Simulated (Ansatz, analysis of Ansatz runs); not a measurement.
# Can an added hole hop between S atoms in Lu2MgS4 (Fd-3m)?, part 2 of 2

Question: does an added hole stay on the S atom where it is started in Lu2MgS4 (Fd-3m), and if so, how high is the barrier for a hop to another S site nearby? Model: a cell of 56 host atoms.

Ansatz 0.2.0; plane-wave PAW DFT, PBEsol+U; relaxation of all atoms of a supercell at fixed charge in a uniform background; PAW set soft_1.

So far. Step 2 (The cell without the carrier): The largest displacement from an ideal site is 0.025 Å. Step 3 (The hole on the first site): The largest changes of the moments are 0.61 μB on S41, 0.01 μB on S45 and 0.01 μB on S50. The largest part sits on the chosen site.

### Step 4. The hole on the second site

The same start is made on the second site, to get the end of the hop.

B.relax/input.yaml

```yaml
crystal:
  lattice:
    - [10.87094853, 0.0, 0.0]
    - [0.0, 10.87094853, 0.0]
    - [0.0, 0.0, 10.87094853]
  atoms:
    - { symbol: Mg, position: [-3.5e-05, 0.000188, 0.000232] }
    - { symbol: Mg, position: [-0.000211, 0.500137, 0.499959] }
[... 10 atom lines left out ...]
    - { symbol: Lu, position: [0.374406, 0.35199, 0.62535] }
[... 4 atom lines left out ...]
    - { symbol: Lu, position: [0.3745, 0.62544, 0.351765] }
[... 7 atom lines left out ...]
    - { symbol: S, position: [0.379714, 0.620156, 0.619954], spin: 1.0 }
[... 13 atom lines left out ...]
    - { symbol: S, position: [0.620283, 0.62015, 0.379675] }
    - { symbol: S, position: [0.379647, 0.379614, 0.37956] }
[... 13 atom lines left out ...]
    - { symbol: S, position: [0.620203, 0.379713, 0.620325] }
    - { symbol: S, position: [0.620081, 0.879574, 0.120283] }
total_charge: 1
basis:
  ecutwfc: 420
  xc_grid: 2
hamiltonian:
  xc: pbesol
  hubbard:
    sites: [{ species: S, l: p, u_eff: 6.0 }]
    projectors: ortho-atomic
  pseudopotentials: { kind: paw, azcp: { folder: soft_1 }, xc_functional: pbe }
kpoints:
  mp_grid: { grid: [1, 1, 1] }
magnetization:
  spin_polarized: true
  initial_magnetization: 1
  spin_locking: { lock_magnetization: hard }
scf:
  occupations: { method: fermi_dirac, width: 0.01 }
  max_iter: 120
  lower_state_search: "off"
output:
  forces: true
relax:
  f_tol: 0.015
  max_steps: 70
  escape_saddle: false
checkpoint:
  write: "../B.relax.run"
  compress: false
  write_wavefunctions: true
  write_every: 100000
```

Run with:

```sh
> ansatz run input.yaml --threads 4 --pin off --max-ram 17899MiB --backend cpu --events-out ev --progress --plain --runs-dir out
```

Numbers of over 12 decimals in the logs are rounded to 6 here.

Output:

```text
[...]
Crystal: 56 atoms, lattice volume = 1284.702 Å³
Basis set: ecut = 420 eV, 25173 PW (Γ), exchange–correlation on 150×150×150 points (8 copies of the dense FFT grid, shifted against one another)
Bands: 404, of which v1, the nominal top of the filled ones, is band 336 counted from 1 (335 counted from 0)
Symmetry: 1 space group operations
[...]
k-points: 1
[...]
Starting moments: Σ|m| = 1 μB on 1 of 56 sites
[...]
SCF iter   1: F=—  HF=-277439.557642 eV  |F-HF|=—  |Δ(HF+E_count)|=         —  Δρ=2.72e-2 (↑2.72e-2 ↓2.72e-2)  dr2=7.15e1  dr2_m=1.87e-2  M=1.000 μB ∫|m|=1.197 μB  β_m=0.30  ethr=3.10e-3  ⟨swp⟩=9.0  Hψ=4421  notcnv=0  defer=3
[...]
F+E_penalty+E_count = -277438.67046070 eV   max|allowed force component| = 7.032e-3 eV/Å
  atoms:
    - { symbol: Mg, position: [-0.000723, 0.000801, 0.000616] }
    - { symbol: Mg, position: [0.002603, 0.498402, 0.498320] }
[...]
- { symbol: Lu, position: [0.637111, 0.620279, 0.624867] }
    - { symbol: Lu, position: [0.380338, 0.351090, 0.619262] }
[...]
- { symbol: Lu, position: [0.374935, 0.619897, 0.362359] }
[...]
- { symbol: Lu, position: [0.628092, 0.374525, 0.372023] }
[...]
- { symbol: S, position: [0.375615, 0.641738, 0.624314] }
    [... 13 atoms left out ...]
    - { symbol: S, position: [0.618099, 0.619558, 0.381695] }
    - { symbol: S, position: [0.381281, 0.378459, 0.379716] }
    [... 3 atoms left out ...]
    - { symbol: S, position: [0.138103, 0.372676, 0.627045] }
    [... 4 atoms left out ...]
    - { symbol: S, position: [0.131714, 0.628566, 0.369805] }
    [... 4 atoms left out ...]
    - { symbol: S, position: [0.619959, 0.378685, 0.618711] }
    [... 1 atom left out ...]
[key lines of the parts left out:]
SCF converged after 4 iterations
Magnetization: 1.0000 μB (336.0000 up, 335.0000 down)
Free energy (F): -277438.670461 eV
Fermi energy:    6.878157 (↑ 7.134269, ↓ 6.876088) eV
```

Wall time 9.6 min (4 threads of Arm Neoverse V2, shared host); peak memory 2.9 GiB.

Distances from S26 without and with the hole:

| atom | without (Å) | with (Å) |
| --- | --- | --- |
| Mg6 | 2.44 | 2.54 |
| Lu12 | 2.67 | 2.85 |
| Lu13 | 2.67 | 3.16 |
| Lu18 | 2.67 | 2.86 |

The largest changes of the moments are 0.61 μB on S26, 0.01 μB on S30 and 0.01 μB on S48. The largest part sits on the chosen site.

### Step 5. Points on the line between the two structures

All atoms move on the straight line between the two relaxed structures, 7.79 amu^1/2 Å long in mass-weighted terms. Each point starts from the state of the point before, once from either end, so that both localised states can be followed; the midpoint is also started with the carrier shared.

A.x0500/input.yaml

```yaml
crystal:
  lattice:
    - [10.87094853, 0.0, 0.0]
    - [0.0, 10.87094853, 0.0]
    - [0.0, 0.0, 10.87094853]
  atoms:
    - { symbol: Mg, position: [-0.000842, 0.000188, 0.000109] }
    - { symbol: Mg, position: [0.003503, 0.500785, 0.500763] }
[... 10 atom lines left out ...]
    - { symbol: Lu, position: [0.380127, 0.363165, 0.628548] }
[... 4 atom lines left out ...]
    - { symbol: Lu, position: [0.377257, 0.628671, 0.368851] }
[... 7 atom lines left out ...]
    - { symbol: S, position: [0.377957, 0.630071, 0.621413] }
[... 13 atom lines left out ...]
    - { symbol: S, position: [0.619633, 0.619914, 0.381599] }
    - { symbol: S, position: [0.369698, 0.377187, 0.377812], spin: 1.0 }
[... 13 atom lines left out ...]
    - { symbol: S, position: [0.620665, 0.380123, 0.619599] }
    - { symbol: S, position: [0.619406, 0.880444, 0.12161] }
total_charge: 1
basis:
  ecutwfc: 420
  xc_grid: 2
hamiltonian:
  xc: pbesol
  hubbard:
    sites: [{ species: S, l: p, u_eff: 6.0 }]
    projectors: ortho-atomic
  pseudopotentials: { kind: paw, azcp: { folder: soft_1 }, xc_functional: pbe }
kpoints:
  mp_grid: { grid: [1, 1, 1] }
magnetization:
  spin_polarized: true
  initial_magnetization: 1
  spin_locking: { lock_magnetization: hard }
scf:
  occupations: { method: fermi_dirac, width: 0.01 }
  max_iter: 120
  lower_state_search: "off"
output:
  forces: true
  eigenvalues: true
  eigenstates: { localisation: true }
  write_density: true
  write_potential: true
  volumetric_format: npy
checkpoint:
  read: "../A.x0375.run"
  write: "../A.x0500.run"
  compress: false
  write_wavefunctions: true
  write_every: 100000
```

Output:

```text
[...]
Warning: checkpoint.read: the run can stay near the saved state's solution: 56 site(s) moved relative to the saved geometry (max |Δs| = 2.994e-3 fractional); [...]
[...]
Crystal: 56 atoms, lattice volume = 1284.702 Å³
Basis set: ecut = 420 eV, 25173 PW (Γ), exchange–correlation on 150×150×150 points (8 copies of the dense FFT grid, shifted against one another)
Bands: 404, of which v1, the nominal top of the filled ones, is band 336 counted from 1 (335 counted from 0)
Symmetry: 1 space group operations
[...]
k-points: 1
[...]
Starting moments: Σ|m| = 1 μB on 1 of 56 sites; this step starts from the density that it was given
[...]
SCF iter   1: F=—  HF=-277438.206178 eV  |F-HF|=—  |Δ(HF+E_count)|=         —  Δρ=1.19e-3 (↑1.08e-3 ↓1.19e-3)  dr2=4.68e-2  dr2_m=8.88e-4  M=1.000 μB ∫|m|=1.125 μB  β_m=0.30  ethr=7.03e-6  ⟨swp⟩=7.0  Hψ=6899  notcnv=0
[...]
spin=Collinear: Resta preconditioning applied to the charge; magnetization (m = ρ↑ − ρ↓) channel mixes plain (no charge-response kernel on spin).
SCF iter   2: F=—  HF=-277438.198993 eV  |F-HF|=—  |Δ(HF+E_count)|=   7.19e-3  Δρ=7.40e-4 (↑6.46e-4 ↓7.40e-4)  dr2=1.66e-2  dr2_m=4.96e-4  M=1.000 μB ∫|m|=1.125 μB  β_m=0.49  ethr=6.97e-6  ⟨swp⟩=5.0  Hψ=1798  notcnv=0
[...]
SCF iter  13: F=-277438.195107 eV  HF=-277438.195107 eV  |F-HF|=1.19e-8  |Δ(HF+E_count)|=   6.51e-8  Δρ=4.09e-7 (↑3.81e-7 ↓4.09e-7)  dr2=1.19e-8  dr2_m=1.34e-10  M=1.000 μB ∫|m|=1.133 μB  ethr=8.96e-12  ⟨swp⟩=15.0  Hψ=8976  notcnv=0
SCF 1 converged in 13 iterations: F = -277438.195107 eV  dr2 = 1.19e-8
[...]
SCF converged after 13 iterations
[...]
Magnetization: 1.0000 μB (336.0000 up, 335.0000 down)
Absolute magnetization: 1.1346 μB (∫|ρ↑−ρ↓|, with the PAW one-centre terms)
[...]
Per-site moments (μB) at R_I (Å): [(8.71628828617055e-6, 1.005548), (0.000113694, 1.003896), (2.072403883788774e-5, 1.004479), [... 53 left out ...]
Free energy (F): -277438.195107 eV
[...]
Internal energy: -277438.195107 eV  (E = F + TS)
E sigma→0 (E₀):  -277438.195107 eV
Fermi energy:    6.428874 (↑ 7.153229, ↓ 6.428122) eV
[...]
--- Forces (eV/Å), atoms counted from 1 ---
  atom   1  Mg     0.01138372    -0.04247093    -0.04090184
  atom   2  Mg    -0.00104404     0.10644357     0.11355412
  [... 9 atoms left out ...]
  atom  12  Lu    -0.88379573     0.18078917     0.04312739
  atom  13  Lu     0.04803847     1.10499845     0.85643481
  [... 4 atoms left out ...]
  atom  18  Lu     0.13349766     0.92641645     0.90213865
  [... 4 atoms left out ...]
  atom  23  Lu     0.74119306     0.16986713     0.16112193
  [... 2 atoms left out ...]
  atom  26  S      0.32968017    -0.95902809    -0.52020791
  [... 13 atoms left out ...]
  atom  40  S      0.05479025    -0.21727546    -0.19309686
  atom  41  S     -0.32034085    -0.33753370    -0.33912045
  [... 3 atoms left out ...]
  atom  45  S     -0.02591693    -0.12478138    -0.18771319
  [... 4 atoms left out ...]
  atom  50  S      0.01038177    -0.18163407    -0.07419059
  [... 4 atoms left out ...]
  atom  55  S      0.04645501    -0.16978657    -0.19090317
  [... 1 atom left out ...]
  max |Σ_I F_I| component: 2.80e-5 eV/Å
--- Band table (eV) ---
[...]
Occupation matrices written to <dir>
```

Wall time 83 s (4 threads); peak memory 2.9 GiB.

From eigenstates.tsv, first k-point; energies on the run's zero. The participation number counts the atoms that a state is spread over, of 56; bands count from 0.

| spin | band | energy (eV) | occupation | participation | largest share on | share |
| --- | --- | --- | --- | --- | --- | --- |
| down | 329 | 5.134 | 1.00 | 25.7 | S48 | 0.09 |
| down | 330 | 5.239 | 1.00 | 14.6 | S26 | 0.21 |
| down | 331 | 5.283 | 1.00 | 12.5 | S26 | 0.23 |
| down | 332 | 5.571 | 1.00 | 30.3 | S42 | 0.06 |
| down | 333 | 5.652 | 1.00 | 21.6 | S26 | 0.16 |
| down | 334 | 5.680 | 1.00 | 15.7 | S26 | 0.21 |
| down | 335 | 7.175 | 0.00 | 2.4 | S41 | 0.63 |
| down | 336 | 8.650 | 0.00 | 42.8 | Lu23 | 0.05 |
| down | 337 | 9.078 | 0.00 | 32.7 | Lu23 | 0.08 |
| down | 338 | 9.108 | 0.00 | 36.8 | Lu23 | 0.06 |
| down | 339 | 9.509 | 0.00 | 31.5 | Lu13 | 0.08 |
| up | 330 | 5.123 | 1.00 | 24.5 | S48 | 0.11 |
| up | 331 | 5.225 | 1.00 | 14.5 | S26 | 0.21 |
| up | 332 | 5.276 | 1.00 | 12.3 | S26 | 0.24 |
| up | 333 | 5.591 | 1.00 | 31.8 | S42 | 0.05 |
| up | 334 | 5.644 | 1.00 | 21.9 | S26 | 0.15 |
| up | 335 | 5.661 | 1.00 | 17.9 | S26 | 0.18 |
| up | 336 | 8.644 | 0.00 | 42.5 | Lu23 | 0.05 |
| up | 337 | 9.068 | 0.00 | 32.1 | Lu23 | 0.09 |
| up | 338 | 9.080 | 0.00 | 36.3 | Lu23 | 0.06 |
| up | 339 | 9.503 | 0.00 | 31.0 | Lu13 | 0.07 |
| up | 340 | 9.534 | 0.00 | 27.1 | Lu21 | 0.08 |

Under PBEsol+U (6 eV) at the zone centre alone, the highest filled state is spin down, spread over 16 of 56 atoms, and the lowest empty one, 1.50 eV above it, is spin down, spread over 2 of 56 atoms.

The largest moments in the atoms' spheres: S41 0.58, S45 0.01, S31 0.01, S26 0.01, S50 0.01, S51 0.01 μB.

Spin density in the bc plane at fractional x = 0.381, through the centre, with atoms of Lu and S within 0.45 Å of it.

Ten even steps from '_' (-0.01 e/Å³) to '@' (0.19 e/Å³), each cell a mean:
```
______________________________________________________________
______________________________________________________________
______________________________________________________________
______________________________________________________________
______________________________________________________________
______________________________________________________________
______________________________________________________________
______________________________________________________________
______________________________________________________________
______________________________________________________________
______________________________________________________________
______________________________________________________________
________________________......________________________________
________________________::--::..______________________________
________________..--++--__....________________________________
________________..==@@@@--____________________________________
________________..--++++--____________________________________
__________________........____________________________________
______________________________________________________________
______________________________________________________________
______________________________________________________________
______________________________________________________________
______________________________________________________________
______________________________________________________________
```
Columns run along b (10.9 Å), rows up along c (10.9 Å). Atoms in or near the plane, at fractional coordinates: Lu at (0.36, 0.63), Lu at (0.88, 0.13), Lu at (0.12, 0.88), Lu at (0.63, 0.37), S at (0.12, 0.12), S at (0.63, 0.62), S at (0.37, 0.87), S at (0.87, 0.37), S at (0.12, 0.63), S at (0.63, 0.13), S at (0.38, 0.38), S at (0.88, 0.88).

Electrostatic potential energy in the bc plane at fractional x = 0.381, through the centre, with atoms of Lu and S within 0.45 Å of it. With pseudopotentials it is smooth inside the atoms' cores, unlike the true potential.

Values in eV, 13 rows by 16 columns, each cell a mean:
```
  4 -16 -21   1   9   1  -2   8  10  11  13  13  11  -3 -11   5
 -3 -49 -56 -14   3 -27 -29   1  12  13  13  13   8 -24 -28  -6
  5 -13 -19   1   7  -7 -10   9  13  13  13  12  10   2  -4   8
 11   2  -1   8   5  -8  -7   7  12   9   6  10  11  12  13  13
  7 -25 -29  -3  -9 -54 -52  -5   7 -22 -27  -2  12  13  13  13
  9  -8 -13   5  -1 -31 -29   1   9 -11 -18   4  13  13  12  11
  9  10  12  12   9   4   2   8   9   5   3   9  12  11   9   9
 11  12  12  12   7 -20 -27  -2   1 -33 -44  -9   5 -19 -21   4
 13  13  12  11   7 -20 -26   0   0 -41 -51 -13   4 -22 -24   4
 12  12  11  10  10   8   9  11   9   1  -1   6   9   5   4   9
  7 -10 -13   7  11  11  12  12  10 -10 -18   2   3 -26 -34  -4
  2 -27 -28   1  12  12  12  12   8 -22 -28  -4  -2 -46 -54 -14
  9   1   0  10  13  13  11  10   9   6   5  10   8  -3  -7   4
```
Columns run along b (10.9 Å; values clipped at the 3rd and 97th percentile), rows up along c (10.9 Å). Atoms in or near the plane, at fractional coordinates: Lu at (0.36, 0.63), Lu at (0.88, 0.13), Lu at (0.12, 0.88), Lu at (0.63, 0.37), S at (0.12, 0.12), S at (0.63, 0.62), S at (0.37, 0.87), S at (0.87, 0.37), S at (0.12, 0.63), S at (0.63, 0.13), S at (0.38, 0.38), S at (0.88, 0.88).

Valence density in the bc plane at fractional x = 0.381, through the centre, with atoms of Lu and S within 0.45 Å of it. It is the smooth field of the valence electrons, not physical close to the nuclei.

Ten steps, logarithmic in the rise over the least value, from '0' (0 e/Å³) to '9' (38 e/Å³), each cell a mean:
```
0012210000111100000000000112210
1146652011222210000000001222221
1269973112222210000000001221222
1258863112222210000000001222221
0023421011222210000000000122211
0001110000111100000000000000000
0012211001122100001111000000000
0122222113676310112222100000000
0222122115898510122122100000000
0122222114787410122222100000000
0112211001343100012222100000000
0000000000111000001111000000000
0000000000121100001110000111100
0000000001232210014553101222211
0000000012222321137996212222221
0000000002222221137985212222221
0000000001122210014542101222210
0000000000000000001111000111100
0011110000000000011221000112100
1122221000000000012222111356521
1222222100000000122122212589841
1222222100000000122222111478741
0122221000000000012221100134310
0011110000000000000100000011100
```
Columns run along b (10.9 Å), rows up along c (10.9 Å). Atoms in or near the plane, at fractional coordinates: Lu at (0.36, 0.63), Lu at (0.88, 0.13), Lu at (0.12, 0.88), Lu at (0.63, 0.37), S at (0.12, 0.12), S at (0.63, 0.62), S at (0.37, 0.87), S at (0.87, 0.37), S at (0.12, 0.63), S at (0.63, 0.13), S at (0.38, 0.38), S at (0.88, 0.88).

Free energies from the first end:

| started from | fraction | energy (eV) | moment change on S41 (μB) | on S26 (μB) |
| --- | --- | --- | --- | --- |
| first site | 0 | 0.000 | 0.61 | 0.00 |
| first site | 0.125 | 0.032 | 0.60 | 0.01 |
| first site | 0.25 | 0.123 | 0.59 | 0.01 |
| first site | 0.375 | 0.273 | 0.59 | 0.01 |
| first site | 0.5 | 0.475 | 0.57 | 0.01 |
| first site | 0.625 | 0.728 | 0.56 | 0.02 |
| second site | 0.875 | 0.031 | 0.00 | 0.60 |
| second site | 0.75 | 0.120 | 0.01 | 0.59 |
| second site | 0.625 | 0.266 | 0.01 | 0.58 |
| second site | 0.5 | 0.462 | 0.01 | 0.57 |
| second site | 0.375 | 0.701 | 0.02 | 0.56 |
| shared | 0.5 | 0.462 | 0.01 | 0.57 |
| second site | 1 | 0.000 | 0.00 | 0.61 |

### Step 6. Outcome

* barrier forward: 0.47 eV
* barrier backward: 0.47 eV
* distance of the two sites without the carrier: 3.70 Å
* carrier at the midpoint: on one site

**Reading.** On this line the hole must cross about 0.47 eV to hop 3.70 Å; both ends have the same energy within 0.005 eV. The top lies between computed points: the barrier is read where straight lines through the two branches cross, near a fraction of 0.50. At the midpoint the lowest state found keeps the carrier on one site, so the two localised curves cross in a cusp. This suggests weak coupling and a hop slower than the barrier alone implies, though U itself penalises the shared state. The start with the carrier shared fell onto one site. With an assumed attempt frequency of 1e13 per second the rate at 300 K would be 1e+05 per second for this barrier, if every crossing succeeded. A straight line need not be the lowest path, so the true barrier at this U can be lower, or higher if the ends can still break their symmetry. No run compares the localised hole with one spread in the band, so its binding is unknown and the barrier may exceed it. The program's search for lower electronic states was switched off in all runs, so that each state is followed; none is shown to be the lowest at its structure. No image-charge correction is applied; it nearly cancels along the line while the charge stays localised. What this leaves open: sampling at the zone centre alone can move energies of charged and open-shell states by tenths of an eV or more in cells of this size; gap and trapping depend on the U chosen (S p 6.0 eV); spin–orbit coupling, which can matter with heavy atoms, is left out.

[Logs are printed without paths, hosts, clocks, repeated set-up lines and the standing remarks that a program may print on its own settings, such as how far it seeks lower states.]

[Hosts, paths, dates, database ids (printed as entryN), source tags and the programs' standing remarks are cut or masked in the printed files.]
